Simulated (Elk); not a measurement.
# Ti: optical spectrum from first principles

Aim: the dielectric function of Ti, and the optical constants that follow from it.

Program: Elk 11.2.3 (patched build). Level of theory: DFT, PBE, all-electron APW+lo, Dirac cores, scalar-relativistic bands, independent-particle optical response without local fields. Values are calculated unless marked as measured.

## (1) The structure

The structure is hexagonal, space group P6_3/mmc (No. 194). The conventional cell has a = 2.950 Å, b = 2.950 Å, c = 4.680 Å, α = 90.00°, β = 90.00°, γ = 120.00°. Ti has 12 Ti at 2.89 to 2.95 Å nearest.

As a file:

```cif
data_structure
_symmetry_space_group_name_H-M 'P6_3/mmc'
_symmetry_Int_Tables_number 194
_cell_length_a 2.9500
_cell_length_b 2.9500
_cell_length_c 4.6800
_cell_angle_alpha 90.000
_cell_angle_beta 90.000
_cell_angle_gamma 120.000
_cell_volume 35.27
loop_
_atom_site_label
_atom_site_type_symbol
_atom_site_symmetry_multiplicity
_atom_site_Wyckoff_symbol
_atom_site_fract_x
_atom_site_fract_y
_atom_site_fract_z
_atom_site_occupancy
Ti1 Ti 2 c 0.66667 0.33333 0.75000 1
```

## (2) Ground state

The self-consistent density comes first; it also tells whether there is a gap, which decides the occupations and the need for a Drude term.

This step: DFT, PBE, all-electron APW+lo, Dirac cores, scalar-relativistic bands, ground state (Elk 11.2.3 (patched build)).

Input file elk.in:

```
tasks
  0
  120

xctype
  20

nempty
  10

lorbcnd
  .true.

rgkmax
  7.0

swidth
  0.0018375

maxscl
  100

epsengy
  1e-05

sppath
  './'

avec
  5.574692067646 0.000000000000 0.000000000000
  -2.787346033823 4.827824948925 0.000000000000
  0.000000000000 0.000000000000 8.843918263249

atoms
  1
  'Ti.in'
  2
  0.666666666700 0.333333333300 0.750000000000   0.000 0.000 0.000
  0.333333333300 0.666666666700 0.250000000000   0.000 0.000 0.000

ngridk
  18 18 9
```

The run is started by

```bash
> OMP_NUM_THREADS=4 elk
```

What it wrote:

```text
┌─────────────────────────┐
│ Elk code version 11.2.3 │
└─────────────────────────┘

All units are atomic (Hartree, Bohr, etc.)

┌─────────────────────────────────────────────────┐
│ Ground-state run starting from atomic densities │
└─────────────────────────────────────────────────┘

Lattice vectors :
   5.574692068       0.000000000       0.000000000
  -2.787346034       4.827824949       0.000000000
   0.000000000       0.000000000       8.843918263

Reciprocal lattice vectors :
   1.127091009      0.6507262974      -0.000000000
   0.000000000       1.301452595       0.000000000
   0.000000000      -0.000000000      0.7104526659

Unit cell volume      :    238.0220097
Brillouin zone volume :    1.042131413

Muffin-tin inner radius fraction :   0.1000000000E-01

Nuclei treated as point charges

Species : 1 (Ti)
 parameters loaded from : Ti.in
 name : titanium
 nuclear charge    :   -22.00000000
 electronic charge :    22.00000000
 atomic mass :    87256.20317
 muffin-tin radius :    2.400000000
 number of radial points in muffin-tin :    993
 inner part over the whole radius :   0.9985722337E-02
 number on inner part of muffin-tin    :    699
 approximate nuclear radius :   0.6805665174E-04
 number of mesh points to nuclear radius :    325
 atomic positions (lattice), magnetic fields (Cartesian) :
  1 :   0.16666667  0.33333333  0.25000000    0.00000000  0.00000000  0.00000000
  2 :  -0.16666667 -0.33333333 -0.25000000    0.00000000  0.00000000  0.00000000

Total number of atoms per unit cell :    2
Total muffin-tin volume :    115.8116716
 ratio of muffin-tin to unit cell volume :   0.4865586662

Spin treatment :
 spin-unpolarised

Number of Bravais lattice symmetries :   24
Number of crystal symmetries         :   24
Crystal has inversion symmetry
Real symmetric eigensolver will be used

k-point grid :     18    18     9
k-point offset :    0.000000000       0.000000000       0.000000000
k-point set is reduced with full crystal symmetry group
Total number of k-points :      185

Muffin-tin radius times maximum |G+k| :    7.000000000
 using average radius
Maximum |G+k| for APW functions       :    2.916666667
Maximum (1/2)|G+k|²                   :    4.253472222
Maximum |G| for potential and density :    12.00000000
Constant for pseudocharge density :    7
 order of it for each species :   14
 order of it for pair densities of each species (exact exchange by exxq0 0: 14) :   10
Radial integration step length :    1

G-vector grid sizes :     24    24    35
Number of G-vectors :     6885

Maximum angular momentum used for
 APW functions            :    8
 outer part of muffin-tin :    6
 inner part of muffin-tin :    2

Total nuclear charge    :   -44.00000000
Total core charge       :    20.00000000
Total valence charge    :    24.00000000
Total excess charge     :    0.000000000
Total electronic charge :    44.00000000

Effective Wigner radius, rₛ :    1.088993474

Number of empty states         :     20
Total number of valence states :     33
Total number of core states    :     20

Conduction state local-orbitals added automatically
Third-order local-orbitals added for an l without core states : F
Total number of local-orbitals :    124

Exchange-correlation functional :     20     0     0
 Perdew-Burke-Ernzerhof, Phys. Rev. Lett. 77, 3865 (1996)
 gradient requirement :    1
 generalised gradient approximation (GGA)

Smearing type :    3
 Fermi-Dirac
Smearing width :   0.1837500000E-02
Effective electronic temperature (K) :    580.2366081

Mixing type :    3
 Broyden mixing, J. Phys. A: Math. Gen. 17, L317 (1984)

Kohn-Sham potential initialised from atomic data

┌──────────────────────────────┐
│ Self-consistent loop started │
└──────────────────────────────┘

┌─────────────────┐
│ Loop number : 1 │
└─────────────────┘

Energies :
 Fermi                       :     0.220360
 sum of occupied eigenvalues :     -998.79475548093
 electron kinetic            :      1721.0348254316
 core electron kinetic       :      1586.8275565188
 Coulomb                     :     -3344.8988830383
 Coulomb potential           :     -2613.6612284689
 nuclear-nuclear             :     -284.15182561108
 electron-nuclear            :     -3517.2270885649
 Hartree                     :      456.48003113765
 Madelung                    :     -2038.0682688038
 xc potential                :     -106.16835244366
 exchange                    :     -82.156696
 correlation                 :     -1.918423
 electron entropic           :    -0.495492E-03
 total energy                :     -1707.9396721933

Density of states at Fermi energy :    43.12541252
 (states/Hartree/unit cell)

Estimated indirect band gap :   0.5766901296E-03
 from k-point 93 to k-point 177
Estimated direct band gap   :   0.4318937799E-02
 at k-point 145

Charges :
 core                        :    20.00000000
 valence                     :    24.00000000
 interstitial                :    3.636604960
 muffin-tins (core leakage)
  species : 1 (Ti)
   atom 1                    :    20.18169752     ( -0.2204101488E-06)
   atom 2                    :    20.18169752     ( -0.2204101488E-06)
 total in muffin-tins        :    40.36339504
 total calculated charge     :    43.99967773
 total charge                :    44.00000000
 error                       :   0.3222683790E-03

┌─────────────────┐
│ Loop number : 2 │
└─────────────────┘

Energies :
 Fermi                       :     0.220661
 sum of occupied eigenvalues :     -998.81604528958
 electron kinetic            :      1721.0427201185
 core electron kinetic       :      1586.7944871504
 Coulomb                     :     -3344.9605002208
 Coulomb potential           :     -2613.6300673801
 nuclear-nuclear             :     -284.15182561108
 electron-nuclear            :     -3517.3835599382
 Hartree                     :      456.57488532848
 Madelung                    :     -2038.1454665308
 xc potential                :     -106.22869802799
 exchange                    :     -82.163087
 correlation                 :     -1.918396
 electron entropic           :    -0.497181E-03
 total energy                :     -1707.9997604219

Density of states at Fermi energy :    43.24492214
 (states/Hartree/unit cell)

Estimated indirect band gap :   0.6445002869E-03
 from k-point 93 to k-point 177
Estimated direct band gap   :   0.4453786807E-02
 at k-point 145

Charges :
 core                        :    20.00000000
 valence                     :    24.00000000
 interstitial                :    3.630570275
 muffin-tins (core leakage)
  species : 1 (Ti)
   atom 1                    :    20.18471486     ( -0.2204110334E-06)
   atom 2                    :    20.18471486     ( -0.2204110334E-06)
 total in muffin-tins        :    40.36942972
 total calculated charge     :    43.99967714
 total charge                :    44.00000000
 error                       :   0.3228579959E-03

RMS change in Kohn-Sham potential (target) :   0.3131224452     (  0.1000000000E-05)
Absolute change in total energy (target)   :   0.6008822857E-01 (  0.1000000000E-04)

[... 11 loops left out ...]

┌──────────────────┐
│ Loop number : 14 │
└──────────────────┘

Energies :
 Fermi                       :     0.281948
 sum of occupied eigenvalues :     -997.16080984014
 electron kinetic            :      1723.8814514513
 core electron kinetic       :      1586.4692878733
 Coulomb                     :     -3347.1533911392
 Coulomb potential           :     -2611.7443332792
 nuclear-nuclear             :     -284.15182561108
 electron-nuclear            :     -3523.7718493296
 Hartree                     :      460.77028380141
 Madelung                    :     -2041.2812244996
 xc potential                :     -109.29792801229
 exchange                    :     -82.441136
 correlation                 :     -1.916870
 electron entropic           :    -0.635488E-03
 total energy                :     -1707.6305807977

Density of states at Fermi energy :    55.70231260
 (states/Hartree/unit cell)

Estimated indirect band gap :   0.6364632005E-03
 from k-point 40 to k-point 41
Estimated direct band gap   :   0.6663795585E-02
 at k-point 149

Charges :
 core                        :    20.00000000
 valence                     :    24.00000000
 interstitial                :    3.340841457
 muffin-tins (core leakage)
  species : 1 (Ti)
   atom 1                    :    20.32957927     ( -0.2204275127E-06)
   atom 2                    :    20.32957927     ( -0.2204275127E-06)
 total in muffin-tins        :    40.65915854
 total calculated charge     :    43.99965155
 total charge                :    44.00000000
 error                       :   0.3484519633E-03

RMS change in Kohn-Sham potential (target) :   0.1527178393E-07 (  0.1000000000E-05)
Absolute change in total energy (target)   :   0.5023616268E-05 (  0.1000000000E-04)

Convergence targets achieved

┌──────────────────┐
│ Loop number : 15 │
└──────────────────┘

Energies :
 Fermi                       :     0.281948
 sum of occupied eigenvalues :     -997.16081020614
 electron kinetic            :      1723.8814510992
 core electron kinetic       :      1586.4692877300
 Coulomb                     :     -3347.1533909856
 Coulomb potential           :     -2611.7443332384
 nuclear-nuclear             :     -284.15182561108
 electron-nuclear            :     -3523.7718491063
 Hartree                     :      460.77028373174
 Madelung                    :     -2041.2812243664
 xc potential                :     -109.29792806693
 exchange                    :     -82.441136
 correlation                 :     -1.916870
 electron entropic           :    -0.635488E-03
 total energy                :     -1707.6305809874

Density of states at Fermi energy :    55.70232743
 (states/Hartree/unit cell)

Estimated indirect band gap :   0.6364717667E-03
 from k-point 40 to k-point 41
Estimated direct band gap   :   0.6663795386E-02
 at k-point 149

Charges :
 core                        :    20.00000000
 valence                     :    24.00000000
 interstitial                :    3.340841438
 muffin-tins (core leakage)
  species : 1 (Ti)
   atom 1                    :    20.32957928     ( -0.2204284524E-06)
   atom 2                    :    20.32957928     ( -0.2204284524E-06)
 total in muffin-tins        :    40.65915856
 total calculated charge     :    43.99965155
 total charge                :    44.00000000
 error                       :   0.3484519569E-03

┌──────────────────────────────┐
│ Self-consistent loop stopped │
└──────────────────────────────┘

Wrote STATE.OUT
```

Run time: 21 s. Hardware: 4 threads of Arm Neoverse V1, shared host; peak memory 0.1 GiB; 75 s of CPU time.

Read-outs:

| Property | Result |
| --- | --- |
| total energy | -1708 Ha |
| Fermi energy | 7.672 eV |
| DOS at the Fermi level | 2.047 states/eV/cell |

There are states at the Fermi level within the smearing, so the occupations stay smeared and the carriers get a Drude term.

## (3) Independent particles

The spectrum is a sum over vertical transitions between filled and empty bands at the fixed density, so many empty bands are needed.

This step: DFT, PBE, all-electron APW+lo, Dirac cores, scalar-relativistic bands, independent-particle optical response without local fields (Elk 11.2.3 (patched build)).

elk.in, as its differences from that of step 2:

```diff
@@ -1,4 +1,10 @@
 tasks
-  0
-  120
+  121
+
+optcomp
+  1 1
+  3 3
+
+intraband
+  .true.
 
@@ -17,9 +23,7 @@
 swidth
-  0.0018375
+  0.0055124
 
-maxscl
-  100
-
-epsengy
-  1e-05
+wplot
+  400 100 0
+  0.0 0.51449
```

The run is started by

```bash
> OMP_NUM_THREADS=4 elk
```

What it wrote:

```text
┌─────────────────────────────────┐
│ Elk code version 11.2.3 started │
└─────────────────────────────────┘

Info(readinput): the functional depends on the density's gradient
 muffin-tin radial points multiplied by    2.00000
 (not where nrmtscf is given)

┌────────────────────┐
│ Current task : 121 │
└────────────────────┘

Info(findsymcrys): atomic basis shift (lattice) :
  0.5000000000       0.000000000      0.5000000000
See GEOMETRY.OUT for new atomic positions

Info(dielectric):
 dielectric tensor written to EPSILON_ij.OUT
 optical conductivity written to SIGMA_ij.OUT
 plasma frequency written to PLASMA_ij.OUT
 for components
  i = 1, j = 1
  i = 3, j = 3

┌──────────────────┐
│ Elk code stopped │
└──────────────────┘
```

Elapsed: 5.3 s, on 4 threads; peak memory 0.04 GiB.

This step gave:

```
Drude plasma energy, first axis : 3.982 eV
```

Sum at mesh points, not converged in k. The Im ε by photon energy; read off at these points:

```
photon energy (eV)  E ∥ x  E ∥ z
               0.5   40.7   88.2
               1.0   36.0   46.3
               1.5   32.0   46.0
               2.0   29.6   21.2
               2.5   20.7   18.1
               3.0   16.1   18.2
               3.5   15.4   15.8
               4.0   13.6   12.5
               4.5   6.96   7.67
               5.0   3.92   4.21
               5.5   2.93   3.29
               6.0   3.26   3.82
               6.5   5.64   5.27
               7.0   3.69   2.58
               7.5   2.83   1.69
               8.0   1.29   1.26
               8.5   1.29   1.61
               9.0   1.81   2.30
               9.5   2.66   2.14
              10.0   2.75   2.03
              10.5   2.53   1.96
              11.0   2.20   2.33
              11.5   1.66   1.63
              12.0   1.32   1.21
              12.5   1.11  0.959
              13.0   1.02  0.586
              13.5   1.02  0.682
```

Values under 1 per cm are given as 1; sum at mesh points, not converged in k. Absorption coefficient against photon energy:

```
photon energy (eV)  E ∥ x (1/cm)  E ∥ z (1/cm)
             0.490         2.6e5         3.1e5
             1.015         3.7e5         4.9e5
             1.505         5.4e5         7.8e5
             1.995         8.1e5         7.8e5
             2.485         9.2e5         8.2e5
             3.010         9.4e5         9.9e5
             3.500         1.1e6         1.2e6
             3.990         1.4e6         1.4e6
             4.515         1.4e6         1.4e6
             5.005         1.2e6         1.3e6
             5.495         1.1e6         1.2e6
             5.985         8.9e5         9.8e5
             6.510         1.2e6         1.5e6
             7.000         1.5e6         1.4e6
             7.490         1.3e6         1.3e6
             8.015         1.2e6         1.0e6
             8.505         8.8e5         9.0e5
             8.995         7.4e5         1.0e6
             9.485         1.1e6         1.2e6
            10.010         1.3e6         1.2e6
            10.500         1.4e6         1.2e6
            10.990         1.5e6         1.4e6
            11.515         1.4e6         1.5e6
            12.005         1.4e6         1.4e6
            12.495         1.3e6         1.3e6
            12.985         1.2e6         1.1e6
            13.510         1.2e6         9.0e5
```

The loss function −Im 1/ε at q → 0 has structure finer than the step of the table below, so its rows give means over 0.5 eV. Peaks (eV: height): E ∥ x 5.95: 0.289, 8.75: 0.770; E ∥ z 8.43: 0.579, 13.47: 1.38.

Sum at mesh points, not converged in k. Table of loss function −Im 1/ε at q → 0 by energy loss; means over each step:

```
energy loss (eV)   E ∥ x   E ∥ z
             1.0  0.0258  0.0209
             1.5  0.0291  0.0229
             2.0  0.0338  0.0411
             2.5  0.0460  0.0530
             3.0  0.0595  0.0542
             3.5  0.0615  0.0550
             4.0  0.0575  0.0556
             4.5  0.0610  0.0594
             5.0  0.0880  0.0794
             5.5   0.169   0.140
             6.0   0.266   0.212
             6.5   0.174   0.132
             7.0   0.151   0.133
             7.5   0.195   0.175
             8.0   0.265   0.374
             8.5   0.624   0.552
             9.0   0.546   0.424
             9.5   0.378   0.400
            10.0   0.361   0.436
            10.5   0.356   0.468
            11.0   0.371   0.394
            11.5   0.421   0.396
            12.0   0.504   0.464
            12.5   0.633   0.553
            13.0   0.746   0.900
            13.5   0.821    1.29
```

Sum at mesh points, not converged in k. The reflectivity at normal incidence by photon energy; read off at these points:

```
photon energy (eV)  E ∥ x (%)  E ∥ z (%)
              0.50       68.6       72.9
              1.00       59.2       66.0
              1.50       57.9       67.8
              2.00       61.0       61.9
              2.50       59.3       55.5
              3.00       53.6       54.9
              3.50       55.2       58.4
              4.00       60.5       62.7
              4.50       67.4       67.1
              4.72       68.1       68.8
              4.80       67.8       69.0
              5.00       65.8       67.3
              5.50       54.0       57.7
              6.00       32.4       35.9
              6.50       37.7       52.2
              7.00       54.0       61.9
              7.10       54.8       60.4
              7.50       49.6       61.4
              7.59       52.6       62.1
              7.91       59.1       52.6
              8.00       58.0       47.1
              8.50       32.2       27.2
              9.00       13.4       23.6
              9.50       21.6       30.0
             10.00       26.6       28.8
             10.50       33.1       26.6
             11.00       35.2       31.6
             11.50       36.9       39.5
             11.80       39.8       43.2
             12.00       37.7       42.0
             12.50       35.7       43.6
             13.00       33.7       44.9
             13.50       30.0       24.3
```

At chosen wavelengths:

```
wavelength (nm)   n x    k x  R (%) x   1/α x   n z    k z  R (%) z   1/α z
           1550  4.88  3.856     60.5   32 nm  5.12  5.620     70.3   22 nm
            800  4.51  3.545     58.0   18 nm  4.24  5.200     68.9   12 nm
            633  3.82  4.010     61.1   13 nm  2.76  3.958     62.9   13 nm
            532  3.12  3.774     60.0   11 nm  2.80  3.465     57.7   12 nm
            405  2.63  3.121     54.1   10 nm  2.79  3.281     55.6  9.8 nm
            308  1.98  3.387     61.1  7.2 nm  1.80  3.399     62.8  7.2 nm
            248  0.80  2.467     65.8  8.0 nm  0.82  2.583     67.3  7.6 nm
```

In reflection the computed colour is light grey: x = 0.320, y = 0.336, luminous reflectivity 59 %.

## (4) What came out

```yaml
drude_plasma_energy_first_axis: 3.98 eV
```

In words: At this level (PBE, independent particles) Ti is a metal with a Drude plasma energy of 4.0 eV. The mesh is too coarse to trust the carriers' weight, the reflectivity or the colour to better than tens of per cent. Along x the bare Drude plasma energy is 4.0 eV; Re ε first rises through zero at 0.56 eV, far lower, because interband transitions screen the carriers. Im ε is 40 there, so the loss peak at that energy is weak. In reflection the computed colour is light grey: x = 0.320, y = 0.336, luminous reflectivity 59 %. The carriers' damping of 0.15 eV is typed, not computed; at 0.8 eV the carriers give 12 % of Im ε, the rest is interband. The sum runs over mesh points 0.15 Å⁻¹ apart with no interpolation, so peaks are partly noise of the mesh, and the Drude plasma energy, a sum over the Fermi surface, isn't converged.

[Long decimals in the printed logs are rounded to 6 places.]

[Machine, clock and banner lines and Python warnings are left out of the logs.]

[Logs are printed without paths, hosts, clocks, repeated set-up lines and the standing remarks that a program may print on its own settings, such as how far it seeks lower states.]

[Hosts, paths, dates, database ids (printed as entryN), source tags and the programs' standing remarks are cut or masked in the printed files.]

[Where Elk ran, warnings of its patched build on accuracy (core leakage, angular cutoffs, spin-orbit splittings, empty states, lower magnetic states) are left out.]

[Where the starting crystal was built by hand or by swapping elements, it need not be the compound's stable phase.]

[The count of steps not shown may lack steps that the program refused or didn't finish.]
